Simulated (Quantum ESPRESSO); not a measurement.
**Collinear magnetic orders of CoSi with Quantum ESPRESSO**

Aim: find out which collinear order of CoSi costs least.

Method: PBE; plane waves with GBRV 1.5 PBE potentials, no spin-orbit coupling, in Quantum ESPRESSO 7.5.

The database entry behind the starting cell differs from later determinations by our own check (0.1 to 0.3 % short, probably kX units), so it need not match the best structure at ambient conditions.

## 1. The starting structure

It takes space group P2_13 (No. 198, cubic). The conventional cell has a = 4.438 Å, b = 4.438 Å, c = 4.438 Å, α = 90.00°, β = 90.00°, γ = 90.00°. Co has 7 Si at 2.28 to 2.47 Å nearest. Nearest to Si lie 7 Co at 2.28 to 2.47 Å. Farther neighbours are not listed.

The cell comes from the Crystallography Open Database.

## 2. Run 1, typed as ferro ++++

The signs are those of the starting moments on the seeded atoms, the atoms that are given a moment.

Contents of pw.in:

```
&CONTROL
  calculation = 'scf'
  prefix = 'pwscf'
  outdir = './tmp'
  pseudo_dir = './pseudo'
  disk_io = 'nowf'
/
&SYSTEM
  ibrav = 0
  celldm(1) = 8
  nat = 8
  ntyp = 2
  ecutwfc = 40
  ecutrho = 280
  nbnd = 59
  occupations = 'smearing'
  smearing = 'fd'
  degauss = 0.00367493
  nspin = 2
  starting_magnetization(1) = 0.1176
  starting_magnetization(2) = 0
/
&ELECTRONS
  conv_thr = 1.6d-08
  electron_maxstep = 150
  mixing_beta = 0.3
/
ATOMIC_SPECIES
Co     58.9332 co_pbe_v1.2.uspp.F.UPF
Si     28.0850 si_pbe_v1.uspp.F.UPF
CELL_PARAMETERS alat
   1.0483255676361    0.0000000000000    0.0000000000000
   0.0000000000000    1.0483255676361    0.0000000000000
   0.0000000000000    0.0000000000000    1.0483255676361
ATOMIC_POSITIONS crystal
Co      0.1400000000    0.1400000000    0.1400000000
Co      0.3600000000    0.8600000000    0.6400000000
Co      0.6400000000    0.3600000000    0.8600000000
Co      0.8600000000    0.6400000000    0.3600000000
Si      0.8430000000    0.8430000000    0.8430000000
Si      0.6570000000    0.1570000000    0.3430000000
Si      0.3430000000    0.6570000000    0.1570000000
Si      0.1570000000    0.3430000000    0.6570000000
K_POINTS automatic
8 8 8 0 0 0
```

The run is started by

```
> OMP_NUM_THREADS=1 mpirun -n 8 pw.x -nk 8 -in pw.in > pw.out
```

Log:

```text
Program PWSCF v.7.5 starts

     Message from routine setup:
     using ibrav=0 with symmetry is DISCOURAGED, use correct ibrav instead

     K-points division:     npool     =       8
     Subspace diagonalization in iterative solution of the eigenvalue problem:

     G-vector sticks info
     --------------------
     sticks:   dense  smooth     PW     G-vecs:    dense   smooth      PW
     Sum        1565     885    277                46681    20197    3407

     Using Slab Decomposition

     bravais-lattice index     =            0
     lattice parameter (alat)  =       8.0000  a.u.
     unit-cell volume          =     589.8730 (a.u.)^3
     number of atoms/cell      =            8
     number of atomic types    =            2
     number of electrons       =        84.00
     number of Kohn-Sham states=           59
     kinetic-energy cutoff     =      40.0000  Ry
     charge density cutoff     =     280.0000  Ry
     scf convergence threshold =      1.6E-08
     mixing beta               =       0.3000
     number of iterations used =            8  plain     mixing
     Exchange-correlation= SLA  PW   PBE  PBE
                           (   1   4   3   4   0   0   0)

     celldm(1)=   8.000000  celldm(2)=   0.000000  celldm(3)=   0.000000
     celldm(4)=   0.000000  celldm(5)=   0.000000  celldm(6)=   0.000000

     crystal axes: (cart. coord. in units of alat)
               a(1) = (   1.048326   0.000000   0.000000 )
               a(2) = (   0.000000   1.048326   0.000000 )
               a(3) = (   0.000000   0.000000   1.048326 )

     reciprocal axes: (cart. coord. in units 2 pi/alat)
               b(1) = (  0.953902  0.000000  0.000000 )
               b(2) = (  0.000000  0.953902  0.000000 )
               b(3) = (  0.000000  0.000000  0.953902 )

     PseudoPot. # 1 for Co read from file:
     co_pbe_v1.2.uspp.F.UPF
     Pseudo is Ultrasoft + core correction, Zval = 17.0
     Generated by new atomic code, or converted to UPF format
     Using radial grid of  863 points,  6 beta functions with:
                l(1) =   0
                l(2) =   0
                l(3) =   1
                l(4) =   1
                l(5) =   2
                l(6) =   2
     Q(r) pseudized with  8 coefficients,  rinner =    1.200   1.200   1.200
                                                       1.200   1.200

     PseudoPot. # 2 for Si read from file:
     si_pbe_v1.uspp.F.UPF
     Pseudo is Ultrasoft + core correction, Zval =  4.0
     Generated by new atomic code, or converted to UPF format
     Using radial grid of  899 points,  6 beta functions with:
                l(1) =   0
                l(2) =   0
                l(3) =   1
                l(4) =   1
                l(5) =   2
                l(6) =   2
     Q(r) pseudized with  8 coefficients,  rinner =    0.900   0.900   0.900
                                                       0.900   0.900

     atomic species   valence    mass     pseudopotential
     Co               17.00    58.93320     Co( 1.00)
     Si                4.00    28.08500     Si( 1.00)

     Starting magnetic structure
     atomic species   magnetization
     Co              0.118
     Si              0.000

     12 Sym. Ops. (no inversion) found ( 9 have fractional translation)

   Cartesian axes

     site n.     atom                  positions (alat units)
         1        Co     tau(   1) = (   0.1467656   0.1467656   0.1467656  )
         2        Co     tau(   2) = (   0.3773972   0.9015600   0.6709284  )
         3        Co     tau(   3) = (   0.6709284   0.3773972   0.9015600  )
         4        Co     tau(   4) = (   0.9015600   0.6709284   0.3773972  )
         5        Si     tau(   5) = (   0.8837385   0.8837385   0.8837385  )
         6        Si     tau(   6) = (   0.6887499   0.1645871   0.3595757  )
         7        Si     tau(   7) = (   0.3595757   0.6887499   0.1645871  )
         8        Si     tau(   8) = (   0.1645871   0.3595757   0.6887499  )

     number of k points=    45  Fermi-Dirac smearing, width (Ry)=  0.0037
                       cart. coord. in units 2pi/alat
        k(    1) = (   0.0000000   0.0000000   0.0000000), wk =   0.0019531
        k(    2) = (   0.0000000   0.0000000   0.1192378), wk =   0.0117188
        k(    3) = (   0.0000000   0.0000000   0.2384755), wk =   0.0117188
        k(    4) = (   0.0000000   0.0000000   0.3577133), wk =   0.0117188
        k(    5) = (   0.0000000   0.0000000  -0.4769511), wk =   0.0058594
        [... 40 further k-points ...]

     Dense  grid:    46681 G-vectors     FFT dimensions: (  48,  48,  48)

     Smooth grid:    20197 G-vectors     FFT dimensions: (  36,  36,  36)

     Check: negative core charge=   -0.000027
     Generating pointlists ...
     new r_m :   0.2225 (alat units)  1.7796 (a.u.) for type    1
     new r_m :   0.2225 (alat units)  1.7796 (a.u.) for type    2

     Initial potential from superposition of free atoms

     starting charge      79.9973, renormalised to      84.0000
     Starting wfcs are   68 randomized atomic wfcs

     Self-consistent Calculation

     iteration #  1     ecut=    40.00 Ry     beta= 0.30
     Davidson diagonalization with overlap
     ethr =  1.00E-02,  avg # of iterations =  4.9

     total energy              =   -1211.05884763 Ry
     estimated scf accuracy    <      62.16866985 Ry

     total magnetization       =     2.36 Bohr mag/cell
     absolute magnetization    =     3.09 Bohr mag/cell

     iteration #  2     ecut=    40.00 Ry     beta= 0.30
     Davidson diagonalization with overlap
     ethr =  1.00E-02,  avg # of iterations =  3.0

     total energy              =   -1229.49422039 Ry
     estimated scf accuracy    <      48.10231622 Ry

     total magnetization       =     0.27 Bohr mag/cell
     absolute magnetization    =     0.45 Bohr mag/cell

     iteration #  3     ecut=    40.00 Ry     beta= 0.30
     Davidson diagonalization with overlap
     ethr =  1.00E-02,  avg # of iterations =  2.0

     total energy              =   -1232.60534121 Ry
     estimated scf accuracy    <       2.96408960 Ry

     total magnetization       =     0.91 Bohr mag/cell
     absolute magnetization    =     2.11 Bohr mag/cell

     [... further iterations left out ...]

     iteration # 12     ecut=    40.00 Ry     beta= 0.30
     Davidson diagonalization with overlap
     ethr =  4.37E-07,  avg # of iterations =  1.5

     total energy              =   -1232.68274157 Ry
     estimated scf accuracy    <       0.00000196 Ry

     total magnetization       =    -0.00 Bohr mag/cell
     absolute magnetization    =     0.00 Bohr mag/cell

     iteration # 13     ecut=    40.00 Ry     beta= 0.30
     Davidson diagonalization with overlap
     ethr =  2.33E-09,  avg # of iterations =  4.0

     total energy              =   -1232.68274269 Ry
     estimated scf accuracy    <       0.00000115 Ry

     total magnetization       =     0.00 Bohr mag/cell
     absolute magnetization    =     0.00 Bohr mag/cell

     iteration # 14     ecut=    40.00 Ry     beta= 0.30
     Davidson diagonalization with overlap
     ethr =  1.36E-09,  avg # of iterations =  1.5

     total energy              =   -1232.68274286 Ry
     estimated scf accuracy    <       0.00000003 Ry

     total magnetization       =     0.00 Bohr mag/cell
     absolute magnetization    =     0.00 Bohr mag/cell

     iteration # 15     ecut=    40.00 Ry     beta= 0.30
     Davidson diagonalization with overlap
     ethr =  3.62E-11,  avg # of iterations =  3.3

     Magnetic moment per site  (integrated on atomic sphere of radius R)
     atom   1 (R=0.222)  charge= 15.2924  magn=  0.0001
     atom   2 (R=0.222)  charge= 15.2924  magn=  0.0001
     atom   3 (R=0.222)  charge= 15.2924  magn=  0.0001
     atom   4 (R=0.222)  charge= 15.2924  magn=  0.0001
     atom   5 (R=0.222)  charge=  1.7036  magn= -0.0000
     atom   6 (R=0.222)  charge=  1.7036  magn= -0.0000
     atom   7 (R=0.222)  charge=  1.7036  magn= -0.0000
     atom   8 (R=0.222)  charge=  1.7036  magn= -0.0000

     End of self-consistent calculation

     [... lines left out ...]
     the Fermi energy is    16.5160 ev

!    total energy              =   -1232.68274289 Ry
     estimated scf accuracy    <          5.6E-09 Ry
     smearing contrib. (-TS)   =      -0.00105260 Ry
     internal energy E=F+TS    =   -1232.68169029 Ry

     The total energy is F=E-TS. E is the sum of the following terms:
     one-electron contribution =    -812.61532247 Ry
     hartree contribution      =     458.62248407 Ry
     xc contribution           =    -148.90958138 Ry
     ewald contribution        =    -729.77927050 Ry

     total magnetization       =     0.00 Bohr mag/cell
     absolute magnetization    =     0.00 Bohr mag/cell

     convergence has been achieved in  15 iterations

=------------------------------------------------------------------------------=
   JOB DONE.
=------------------------------------------------------------------------------=
```

Run time: 62 s. Hardware: 8 MPI ranks of Arm Neoverse V1, shared host; peak memory 1 GiB.

Spin moment in the atom's sphere by atom:

| atom | spin moment in the atom's sphere (μB) |
| --- | --- |
| Co1 | 0.0001 |
| Co2 | 0.0001 |
| Co3 | 0.0001 |
| Co4 | 0.0001 |
| Si5 | 0.0000 |
| Si6 | 0.0000 |
| Si7 | 0.0000 |
| Si8 | 0.0000 |

This step gave:

```
smearing term TS       : 0.01432 eV
magnetization          : 0 μB
absolute magnetization : 0 μB
final state            : non-magnetic
```

Valence density in the ac plane at fractional y = 0.140, with atoms of Co and Si within 0.2 Å of it. It is the smooth field of the valence electrons, not physical close to the nuclei.

Ten steps, logarithmic in the rise over the least value, from '0' (0 e/Å³) to '9' (37 e/Å³), each cell a mean:
```
11210000011000
01100000111000
00100000111000
00111000000000
00111000000000
00111000000000
00000001110000
00000011000000
01110010020010
23321010020111
47752111000111
69973100111112
58973100000001
35641000000001
```
Columns run along a (4.4 Å), rows up along c (4.4 Å). Atoms in or near the plane, at fractional coordinates: Co at (0.14, 0.14), Si at (0.66, 0.34).

[end of part 1 of 3]

[Logs and program files are shortened in this print: banners, set-up blocks, solver, clock and traceback lines can be left out without a mark of their own.]

[Logs are printed without paths, hosts, clocks, repeated set-up lines and the standing remarks that a program may print on its own settings, such as how far it seeks lower states.]

[Hosts, paths, dates, database ids (printed as entryN), source tags and the programs' standing remarks are cut or masked in the printed files.]

[Where a cell is said to come from a database of computed structures, the database is the Materials Project.]
